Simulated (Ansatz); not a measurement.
# How fast states decay through IF

Wanted: the relaxed cell of IF, its band edges and its decay constants. It is built by putting I for part of the F in the F structure of space group C2/m, with the volume rescaled by atomic radii. The parent structure comes from the Materials Project.

Method: LDA DFT, plane waves, PAW files, in the first sound run; inputs show where later runs differ, in Ansatz 0.2.0.

The structure was built from a prototype and need not be the compound's stable phase.

## Step 1: Starting point

Symmetry: C2/m, No. 12, monoclinic system. Conventional cell: a = 7.529 Å, b = 4.310 Å, c = 10.009 Å, α = 90.00°, β = 107.37°, γ = 90.00°. Nearest to F lie 1 F at 2.01 Å. Nearest to I lie 1 I at 2.01 Å. It derives from F. I for part of the F in the F structure of space group C2/m. Farther neighbours and most contacts between anions are not listed.

## Step 2: Cell and atoms at rest

The substituted atoms don't fit the parent's cell, so cell and atoms relax together. A small smearing keeps the run stable in case the gap closes on the way.

Contents of input.yaml:

```yaml
crystal:
  lattice:
    - [3.7644780281, -2.155039825, 0.0]
    - [3.7644780281, 2.155039825, 0.0]
    - [-2.9874778866, 0.0, 9.5530423094]
  atoms:
    - { symbol: F, position: [0.50449513, 0.50449513, 0.40085011] }
    - { symbol: I, position: [0.08535816, 0.08535816, 0.09860326] }
    - { symbol: F, position: [0.49550487, 0.49550487, 0.59914989] }
    - { symbol: I, position: [0.91464184, 0.91464184, 0.90139674] }
kpoints:
  mp_grid: { grid: [6, 6, 2] }
scf:
  occupations: { method: gaussian, width: 0.03 }
hamiltonian:
  xc: lda
output:
  forces: true
  stress: true
relax:
  f_tol: 0.02
  max_steps: 60
  cell: {}
```

Started as:

```
> ansatz run input.yaml --threads 2 --pin off --max-ram 4096MiB --backend cpu --events-out ev --progress --plain --runs-dir out
```

Numbers of over 12 decimals in the logs are rounded to 6 here.

Log:

```text
Engine: ansatz 0.2.0, aarch64-unknown-linux-gnu
Pseudopotentials: kind: paw
Pseudopotential: F, paw, valence charge 7, recommended cutoff 420 eV (normal), F.paw.azcp
Pseudopotential: I, paw, valence charge 17, recommended cutoff 420 eV (normal), I.paw.azcp
Functional definition: SPW92
  exchange = slater_x
  correlation = pw_c
Crystal: 4 atoms, lattice volume = 155.000 Å³
Basis set: ecut = 420 eV, 3031 PW (Γ)
Bands: 29, of which v1, the nominal top of the filled ones, is band 24 counted from 1 (23 counted from 0)
Symmetry: 4 space group operations
Space group: C2/m (ITA 12), of the structure as read, at distance tolerance 5.4e-5 Å
k-points: 26 of 72
Non-local potential: F, projectors of the file, l = 0: 2, l = 1: 2, l = 2: 1
Non-local potential: I, projectors of the file, l = 0: 2, l = 1: 2, l = 2: 2, l = 3: 2
PAW form: soft (Blöchl's): semilocal exchange-correlation on the pseudo side does not see the compensation charge
PAW frozen core: F, regenerated for the run's functional, and the local potential with it (the file was generated under x = pbe(κ = 0.804, μ = 0.219515), c = pbe(β = 0.066725))
PAW frozen core: I, regenerated for the run's functional, and the local potential with it (the file was generated under x = pbe(κ = 0.804, μ = 0.219515), c = pbe(β = 0.066725))
PAW one-centre angular grid: F, 110 points (default); XC on 64 Gauss nodes
PAW one-centre angular grid: I, 590 points (default); XC on 64 Gauss nodes
Initial density: superposition of atomic densities (neutral atoms: chi_scale 0, normalization atom), corrected by the library's trained network
Initial wavefunctions: pseudopotential atomic-orbital guess
Functional: x = slater, c = lda
SCF iter   1: F=—  HF=-16285.756352 eV  |F-HF|=—  |Δ(HF+E_count)|=         —  Δρ=4.09e-2  dr2=3.23e0  ethr=1.77e-3  ⟨swp⟩=9.8  Hψ=4407  notcnv=0
preconditioner: auto → Resta (q_TF=auto, 2.244 Å⁻¹)  ε∞=3.4  [insulator: Δε(μ)=0.229 eV  Ē_g=9.793 eV  σ=0.030 eV  W_gap=1.00  n_scr=32 (ndim 8)  ℏωp=15.2 eV  f_vac=0.334  D(μ)=0.00/eV (n_scr^D=0)  ε∞_Penn≈3.4]
SCF iter   2: F=—  HF=-16288.251962 eV  |F-HF|=—  |Δ(HF+E_count)|=    2.50e0  Δρ=1.14e-1  dr2=2.85e1  ethr=1.77e-3  ⟨swp⟩=3.1  Hψ=1543  notcnv=0  defer=20  recentre
preconditioner: auto → LDOS  [metal: Δε(μ)=0.030 eV  Ē_g=9.507 eV  σ=0.030 eV  W_gap=0.49  n_scr=32 (ndim 8)  ℏωp=14.6 eV  f_vac=0.329  D(μ)=6.86/eV (n_scr^D=50)  β→1.0]
SCF iter   3: F=—  HF=-16285.543291 eV  |F-HF|=—  |Δ(HF+E_count)|=    2.71e0  Δρ=1.07e-2  dr2=1.73e-1  ethr=1.77e-3  ⟨swp⟩=3.1  Hψ=1501  notcnv=0  defer=10
SCF iter   4: F=—  HF=-16285.525755 eV  |F-HF|=—  |Δ(HF+E_count)|=   1.75e-2  Δρ=1.62e-3  dr2=1.20e-2  ethr=3.61e-4  ⟨swp⟩=2.6  Hψ=1088  notcnv=0
SCF iter   5: F=—  HF=-16285.525233 eV  |F-HF|=—  |Δ(HF+E_count)|=   5.21e-4  Δρ=1.19e-3  dr2=1.47e-3  ethr=2.51e-5  ⟨swp⟩=2.1  Hψ=967  notcnv=0
SCF iter   6: F=—  HF=-16285.525196 eV  |F-HF|=—  |Δ(HF+E_count)|=   3.79e-5  Δρ=4.09e-4  dr2=2.48e-4  ethr=3.06e-6  ⟨swp⟩=1.9  Hψ=842  notcnv=0
SCF iter   7: F=—  HF=-16285.525142 eV  |F-HF|=—  |Δ(HF+E_count)|=   5.39e-5  Δρ=2.09e-4  dr2=1.53e-4  ethr=5.16e-7  ⟨swp⟩=2.8  Hψ=1503  notcnv=0
SCF iter   8: F=—  HF=-16285.525129 eV  |F-HF|=—  |Δ(HF+E_count)|=   1.22e-5  Δρ=3.98e-5  dr2=7.03e-6  ethr=3.18e-7  ⟨swp⟩=1.0  Hψ=754  notcnv=0
SCF iter   9: F=—  HF=-16285.525123 eV  |F-HF|=—  |Δ(HF+E_count)|=   6.65e-6  Δρ=2.04e-5  dr2=1.20e-6  ethr=1.46e-8  ⟨swp⟩=2.0  Hψ=1004  notcnv=0
SCF iter  10: F=-16285.525123 eV  HF=-16285.525123 eV  |F-HF|=4.61e-8  |Δ(HF+E_count)|=   7.15e-8  Δρ=4.29e-6  dr2=5.02e-8  ethr=2.08e-10  ⟨swp⟩=5.0  Hψ=2968  notcnv=0
SCF 1 converged in 10 iterations: F = -16285.525123 eV  dr2 = 5.02e-8
  greatest PAW one-centre occupation: 1.001 electrons in one spin orbital (limit 2), on the I atom at site 3 (counted from 0), in its partial waves of l = 2
relax step   1: F+E_penalty+E_count = -16285.52512267 eV  Δ(F+E_penalty+E_count) = +0.000e0 eV  max|allowed force component| = 2.818e1 eV/Å  Δτ_max = 0.0000 Å  P = +16.792 GPa  Ω = 155.000 Å³  (10 SCF iters, dr2 threshold 1.00e-7 eV, accepted)
Crystal: 4 atoms, lattice volume = 156.547 Å³
Basis set: ecut = 420 eV, 3051 PW (Γ)
Initial density: handed on by an earlier stage of this run
Initial wavefunctions: those handed on with the density
SCF iter   1: F=—  HF=-16291.598948 eV  |F-HF|=—  |Δ(HF+E_count)|=         —  Δρ=3.06e-2  dr2=1.99e0  ethr=3.10e-3  ⟨swp⟩=8.9  Hψ=3639  notcnv=0
preconditioner: auto → LDOS  [metal: Δε(μ)=0.025 eV  Ē_g=8.176 eV  σ=0.030 eV  W_gap=0.42  n_scr=32 (ndim 8)  ℏωp=14.5 eV  f_vac=0.285  D(μ)=3.90/eV (n_scr^D=30)  β→1.0]
SCF iter   2: F=—  HF=-16291.597392 eV  |F-HF|=—  |Δ(HF+E_count)|=   1.56e-3  Δρ=2.82e-2  dr2=1.10e0  ethr=3.10e-3  ⟨swp⟩=3.7  Hψ=1845  notcnv=0  defer=2
SCF iter   3: F=—  HF=-16291.389704 eV  |F-HF|=—  |Δ(HF+E_count)|=   2.08e-1  Δρ=5.17e-3  dr2=3.53e-2  ethr=2.29e-3  ⟨swp⟩=3.3  Hψ=1623  notcnv=0  defer=2
SCF iter   4: F=—  HF=-16291.387648 eV  |F-HF|=—  |Δ(HF+E_count)|=   2.06e-3  Δρ=8.63e-4  dr2=1.64e-3  ethr=7.36e-5  ⟨swp⟩=3.2  Hψ=1388  notcnv=0  defer=4
SCF iter   5: F=—  HF=-16291.387847 eV  |F-HF|=—  |Δ(HF+E_count)|=   1.99e-4  Δρ=3.37e-4  dr2=1.21e-4  ethr=3.43e-6  ⟨swp⟩=2.1  Hψ=1001  notcnv=0  defer=4
SCF iter   6: F=—  HF=-16291.387828 eV  |F-HF|=—  |Δ(HF+E_count)|=   1.86e-5  Δρ=1.37e-4  dr2=2.81e-5  ethr=2.51e-7  ⟨swp⟩=2.6  Hψ=1291  notcnv=0  defer=4
SCF iter   7: F=—  HF=-16291.387828 eV  |F-HF|=—  |Δ(HF+E_count)|=   2.96e-7  Δρ=6.37e-5  dr2=3.61e-6  ethr=5.85e-8  ⟨swp⟩=2.1  Hψ=1038  notcnv=0  defer=4
SCF iter   8: F=—  HF=-16291.387828 eV  |F-HF|=—  |Δ(HF+E_count)|=   2.62e-8  Δρ=2.96e-5  dr2=1.29e-6  ethr=7.51e-9  ⟨swp⟩=1.1  Hψ=759  notcnv=0  defer=4
SCF iter   9: F=-16291.387828 eV  HF=-16291.387828 eV  |F-HF|=3.29e-8  |Δ(HF+E_count)|=   9.31e-9  Δρ=5.28e-6  dr2=4.15e-8  ethr=8.33e-10  ⟨swp⟩=4.2  Hψ=2820  notcnv=0
SCF 2 converged in 9 iterations: F = -16291.387828 eV  dr2 = 4.15e-8
  greatest PAW one-centre occupation: 1.000 electrons in one spin orbital (limit 2), on the I atom at site 3 (counted from 0), in its partial waves of l = 2
relax step   2: F+E_penalty+E_count = -16291.38782798 eV  Δ(F+E_penalty+E_count) = -5.863e0 eV  max|allowed force component| = 4.044e0 eV/Å  Δτ_max = 0.1950 Å  P = -0.676 GPa  Ω = 156.547 Å³  energy of the carried Pulay correction = -2.582e-3 eV  (9 SCF iters, dr2 threshold 4.00e-7 eV, accepted)
Crystal: 4 atoms, lattice volume = 143.797 Å³
Basis set: ecut = 420 eV, 2781 PW (Γ)
SCF iter   1: F=—  HF=-16292.589652 eV  |F-HF|=—  |Δ(HF+E_count)|=         —  Δρ=4.25e-2  dr2=3.58e0  ethr=3.10e-3  ⟨swp⟩=9.0  Hψ=3765  notcnv=0
[...]
relax step  28: F+E_penalty+E_count = -16296.19212505 eV  Δ(F+E_penalty+E_count) = -6.044e-3 eV  max|allowed force component| = 8.021e-3 eV/Å  Δτ_max = 0.0000 Å  P = -0.004 GPa  Ω = 101.999 Å³  stress off target by 4.49e-1 GPa  SCF on the basis re-selected at this cell (its energy is not comparable with the rows above)  (8 SCF iters)
relax step  29: F+E_penalty+E_count = -16296.19930679 eV  Δ(F+E_penalty+E_count) = -7.182e-3 eV  max|allowed force component| = 5.970e-2 eV/Å  Δτ_max = 0.0469 Å  P = +0.252 GPa  Ω = 100.458 Å³  energy of the carried Pulay correction = +4.568e-3 eV  (6 SCF iters, dr2 threshold 4.00e-7 eV, accepted)
relax step  30: F+E_penalty+E_count = -16296.19895453 eV  Δ(F+E_penalty+E_count) = +3.523e-4 eV  max|allowed force component| = 2.997e-2 eV/Å  Δτ_max = 0.0258 Å  P = -0.003 GPa  Ω = 101.628 Å³  energy of the carried Pulay correction = +1.898e-3 eV  (6 SCF iters, dr2 threshold 4.00e-7 eV, accepted)
relax step  31: F+E_penalty+E_count = -16296.19945858 eV  Δ(F+E_penalty+E_count) = -5.041e-4 eV  max|allowed force component| = 2.604e-2 eV/Å  Δτ_max = 0.0328 Å  P = +0.015 GPa  Ω = 101.544 Å³  energy of the carried Pulay correction = +2.223e-3 eV  (7 SCF iters, dr2 threshold 5.61e-8 eV, accepted)
relax step  32: F+E_penalty+E_count = -16296.19956346 eV  Δ(F+E_penalty+E_count) = -1.049e-4 eV  max|allowed force component| = 1.182e-2 eV/Å  Δτ_max = 0.0123 Å  P = -0.029 GPa  Ω = 101.586 Å³  energy of the carried Pulay correction = +2.070e-3 eV  (6 SCF iters, dr2 threshold 4.24e-8 eV, accepted)
relax step  33: F+E_penalty+E_count = -16296.19962380 eV  Δ(F+E_penalty+E_count) = -6.035e-5 eV  max|allowed force component| = 5.793e-3 eV/Å  Δτ_max = 0.0029 Å  P = +0.016 GPa  Ω = 101.563 Å³  energy of the carried Pulay correction = +2.118e-3 eV  (5 SCF iters, dr2 threshold 1.24e-8 eV, accepted)
relax step  34: F+E_penalty+E_count = -16296.19891376 eV  Δ(F+E_penalty+E_count) = +7.100e-4 eV  max|allowed force component| = 4.845e-3 eV/Å  Δτ_max = 0.0000 Å  P = +0.002 GPa  Ω = 101.563 Å³  stress off target by 1.18e-1 GPa  SCF on the basis re-selected at this cell (its energy is not comparable with the rows above)  (6 SCF iters)
relax step  35: F+E_penalty+E_count = -16296.19984775 eV  Δ(F+E_penalty+E_count) = -9.340e-4 eV  max|allowed force component| = 2.482e-2 eV/Å  Δτ_max = 0.0085 Å  P = +0.062 GPa  Ω = 101.393 Å³  energy of the carried Pulay correction = +6.373e-4 eV  (6 SCF iters, dr2 threshold 3.49e-8 eV, accepted)
relax step  36: F+E_penalty+E_count = -16296.19943357 eV  Δ(F+E_penalty+E_count) = +4.142e-4 eV  max|allowed force component| = 1.472e-2 eV/Å  Δτ_max = 0.0064 Å  P = -0.077 GPa  Ω = 101.588 Å³  energy of the carried Pulay correction = +2.876e-4 eV  (6 SCF iters, dr2 threshold 8.99e-8 eV, rejected (line search))
relax step  37: F+E_penalty+E_count = -16296.19982319 eV  Δ(F+E_penalty+E_count) = +2.456e-5 eV  max|allowed force component| = 9.084e-3 eV/Å  Δτ_max = 0.0014 Å  P = +0.002 GPa  Ω = 101.458 Å³  energy of the carried Pulay correction = +5.367e-4 eV  (8 SCF iters, accepted)
relax step  38: F+E_penalty+E_count = -16296.19931746 eV  Δ(F+E_penalty+E_count) = +5.057e-4 eV  max|allowed force component| = 9.189e-3 eV/Å  Δτ_max = 0.0000 Å  P = -0.003 GPa  Ω = 101.458 Å³  stress off target by 5.25e-2 GPa  SCF on the basis re-selected at this cell (its energy is not comparable with the rows above)  (6 SCF iters)
relax step  39: F+E_penalty+E_count = -16296.19961333 eV  Δ(F+E_penalty+E_count) = -2.959e-4 eV  max|allowed force component| = 5.240e-3 eV/Å  Δτ_max = 0.0029 Å  P = -0.006 GPa  Ω = 101.406 Å³  energy of the carried Pulay correction = +2.326e-4 eV  (6 SCF iters, dr2 threshold 6.90e-9 eV, accepted)
iter 1 solved again at ethr=4.74e-7 eV; its pass at ethr=3.10e-3 eV (dr2=2.28e-4 eV) is discarded
SCF iter   1: F=—  HF=-16296.199263 eV  |F-HF|=—  |Δ(HF+E_count)|=         —  Δρ=1.25e-4  dr2=3.87e-7  ethr=4.74e-7  ⟨swp⟩=3.1  Hψ=5927  notcnv=0
preconditioner: auto → Resta (q_TF=auto, 2.409 Å⁻¹)  ε∞=4.1  [insulator: Δε(μ)=0.219 eV  Ē_g=10.184 eV  σ=0.030 eV  W_gap=1.00  n_scr=26 (ndim 8)  ℏωp=18.1 eV  f_vac=0.128  D(μ)=0.00/eV (n_scr^D=0)  ε∞_Penn≈4.1]
SCF iter   2: F=—  HF=-16296.199284 eV  |F-HF|=—  |Δ(HF+E_count)|=   2.16e-5  Δρ=6.30e-5  dr2=9.97e-8  ethr=8.06e-10  ⟨swp⟩=2.9  Hψ=1217  notcnv=0
SCF iter   3: F=—  HF=-16296.199291 eV  |F-HF|=—  |Δ(HF+E_count)|=   7.14e-6  Δρ=7.43e-6  dr2=1.93e-8  ethr=2.08e-10  ⟨swp⟩=2.1  Hψ=874  notcnv=0
SCF iter   4: F=—  HF=-16296.199291 eV  |F-HF|=—  |Δ(HF+E_count)|=   3.67e-8  Δρ=8.81e-7  dr2=7.72e-10  ethr=4.02e-11  ⟨swp⟩=2.0  Hψ=1098  notcnv=0
SCF iter   5: F=—  HF=-16296.199291 eV  |F-HF|=—  |Δ(HF+E_count)|=  6.73e-11  Δρ=2.99e-7  dr2=1.06e-10  ethr=1.61e-12  ⟨swp⟩=2.1  Hψ=1084  notcnv=0
SCF iter   6: F=-16296.199291 eV  HF=-16296.199291 eV  |F-HF|=1.82e-12  |Δ(HF+E_count)|=  7.28e-12  Δρ=6.94e-8  dr2=6.31e-12  ethr=1.00e-12  ⟨swp⟩=5.0  Hψ=2571  notcnv=0
SCF 40 converged in 6 iterations: F = -16296.199291 eV  dr2 = 6.31e-12
relax step  40: F+E_penalty+E_count = -16296.19929129 eV  Δ(F+E_penalty+E_count) = +3.220e-4 eV  max|allowed force component| = 5.294e-3 eV/Å  Δτ_max = 0.0000 Å  P = -0.008 GPa  Ω = 101.406 Å³  stress off target by 2.78e-2 GPa  SCF on the basis re-selected at this cell (its energy is not comparable with the rows above)  (6 SCF iters)
basis re-selected at this cell: Δ(F+E_penalty+E_count) = +3.220e-4 eV, ΔP = -0.002 GPa vs the last step (what re-selecting the basis moved, of the pressure what is left beyond the Pulay correction that the steps carried, after the strain that the cell walked since its last selection, with what the two solves' SCF thresholds leave and, on support functions, any second-order correction that the steps lacked; it is no m [...]
SCF converged after 6 iterations
Free energy (F): -16296.199291 eV
Harris-Foulkes:  -16296.199291 eV  (|F-HF|=1.82e-12)
Internal energy: -16296.199291 eV  (E = F + TS)
E sigma→0 (E₀):  -16296.199291 eV
Fermi energy:    5.085859 eV
--- Per-component energies (eV) ---
  E_band       = -896.654177
  E_kinetic    = 788.433783
  E_local      = -5367.697418  (includes V_loc(G=0)·N_el)
  E_nonlocal   = -23.895131
  E_hartree    = 2563.576323
  E_xc         = -409.646272
  E_vxc        = -457.835895  (∫ρ·V_xc dr)
  E_paw        = -9688.600998  (= ΣΔE_a)
  E_vpaw       = -962.816279  (= ΣTr[D̂ρ^β])
  E_aug_tail   = 0.004132  (compensation charges beyond the density's cutoff)
  E_ewald      = -4160.162644
  E_core_change = 1.788934  (= ΣΔE_core)
  E_smearing   = -0.000000  (= −TS)
  E_closure    = 0.000000  (closes the sum)
  Σ components = -16296.199291   (vs F -16296.199291, Δ=0.00e0)
--- Forces (eV/Å), atoms counted from 1 ---
  atom   1  F      0.00133552     0.00000000     0.00006810
  atom   2  I     -0.00529439     0.00000000    -0.00191374
  atom   3  F     -0.00133552     0.00000000    -0.00006810
  atom   4  I      0.00529439     0.00000000     0.00191374
  max |Σ_I F_I| component: 2.17e-19 eV/Å
--- Stress (GPa, compression-positive) ---
       -0.000086      -0.000000      -0.020670
       -0.000000      -0.011133       0.000000
       -0.020670       0.000000      -0.012311
  P = ⅓ Tr σ = -0.0078 GPa (-0.078 kbar)
--- Relaxed structure (36 steps of the walk, 33 accepted, 4 SCFs on fresh bases) ---
  F+E_penalty+E_count = -16296.19929129 eV   max|allowed force component| = 5.294e-3 eV/Å   (the final SCF, on the basis selected at the relaxed cell)
  cell:  # Å, volume = 101.4057 Å³
    - [4.245490, -2.113466, -0.257869]
    - [4.245490, 2.113466, -0.257869]
    - [-4.023598, 0.0, 5.895184]
  atoms:
    - { symbol: F, position: [0.469257, 0.469257, 0.287703] }
    - { symbol: I, position: [0.194742, 0.194742, 0.199731] }
    - { symbol: F, position: [0.530743, 0.530743, 0.712297] }
    - { symbol: I, position: [0.805258, 0.805258, 0.800269] }
```

Run time: 90 s. Hardware: 2 threads of Arm Neoverse V2, shared host; peak memory 0.42 GiB; 2.9 min of CPU time.

The steps of the relaxation (22 of 40):

| step | energy less that of the first step (eV) | largest force component (eV/Å) | pressure (GPa) | volume (Å³) |
| --- | --- | --- | --- | --- |
| 1 | 0.0000 | 28.1776 | 16.79 | 155.00 |
| 3 | -6.6390 | 3.1006 | -1.34 | 143.80 |
| 5 | -7.7091 | 1.5980 | 0.42 | 116.89 |
| 7 | -8.5668 | 2.0612 | 2.04 | 95.02 |
| 8 | -9.3400 | 2.0691 | 2.53 | 89.77 |
| 10 | -9.8278 | 0.6748 | -1.74 | 99.00 |
| 12 | -10.3217 | 0.3190 | 2.03 | 95.80 |
| 14 | -10.4696 | 0.2062 | -0.64 | 105.56 |
| 16 | -10.5300 | 0.2387 | -0.19 | 105.39 |
| 18 | -10.6121 | 0.1341 | -0.12 | 101.69 |
| 20 | -10.5222 | 1.0176 | 2.81 | 100.49 |
| 21 | -10.6434 | 0.0480 | -0.22 | 101.88 |
| 23 | -10.6579 | 0.1063 | 0.01 | 101.13 |
| 25 | -10.6610 | 0.0097 | -0.03 | 101.97 |
| 27 | -10.6610 | 0.0043 | -0.01 | 102.00 |
| 29 | -10.6742 | 0.0597 | 0.25 | 100.46 |
| 31 | -10.6743 | 0.0260 | 0.01 | 101.54 |
| 33 | -10.6745 | 0.0058 | 0.02 | 101.56 |
| 34* | -10.6738 | 0.0048 | 0.00 | 101.56 |
| 36 | -10.6743 | 0.0147 | -0.08 | 101.59 |
| 38* | -10.6742 | 0.0092 | 0.00 | 101.46 |
| 40* | -10.6742 | 0.0053 | -0.01 | 101.41 |

Relaxation steps marked * repeat the geometry before them on a plane-wave basis chosen anew for their cell, so energy and pressure can jump there. Other such steps can lie between the rows shown. Relaxation steps 20, 26, 36 were tried and not accepted.

Forces are held to the 4 operations that the run works with; a distortion that breaks them can't arise in this run.

```csv
cell as run,before,after,change
a (Å),4.338,4.749,+9.5 %
b (Å),4.338,4.749,+9.5 %
c (Å),10.009,7.137,-28.7 %
α (°),105.01,123.28,+17.4 %
β (°),105.01,123.28,+17.4 %
γ (°),59.58,52.85,-11.3 %
volume (Å³/atom),38.75,25.35,-34.6 %
```

The atoms that moved most (Å, as changes of fractional coordinates times the final cell):

```
atom      dx     dy      dz  length
  I4  -0.522  0.000  -0.540   0.751
  I2   0.522  0.000   0.540   0.751
  F3  -0.156  0.000   0.649   0.667
  F1   0.156  0.000  -0.649   0.667
```

The relaxed structure:

```xyz
4
Lattice="4.2455 -2.1135 -0.2579 4.2455 2.1135 -0.2579 -4.0236 0.0000 5.8952" Properties=species:S:1:pos:R:3 pbc="T T T"
F     2.8268    0.0000    1.4540
I     0.8499    0.0000    1.0770
F     1.6405    0.0000    3.9254
I     3.6175    0.0000    4.3024
```

Numbers from this step:

```
free energy  : -16296.1993 eV
Fermi energy : 5.086 eV
pressure     : -0.007843 GPa
```

The largest force component on a free atom ends at 0.0053 eV/Å.

(Continued in part 2 of 2.)

[Logs are printed without paths, hosts, clocks, repeated set-up lines and the standing remarks that a program may print on its own settings, such as how far it seeks lower states.]

[Hosts, paths, dates, database ids (printed as entryN), source tags and the programs' standing remarks are cut or masked in the printed files.]
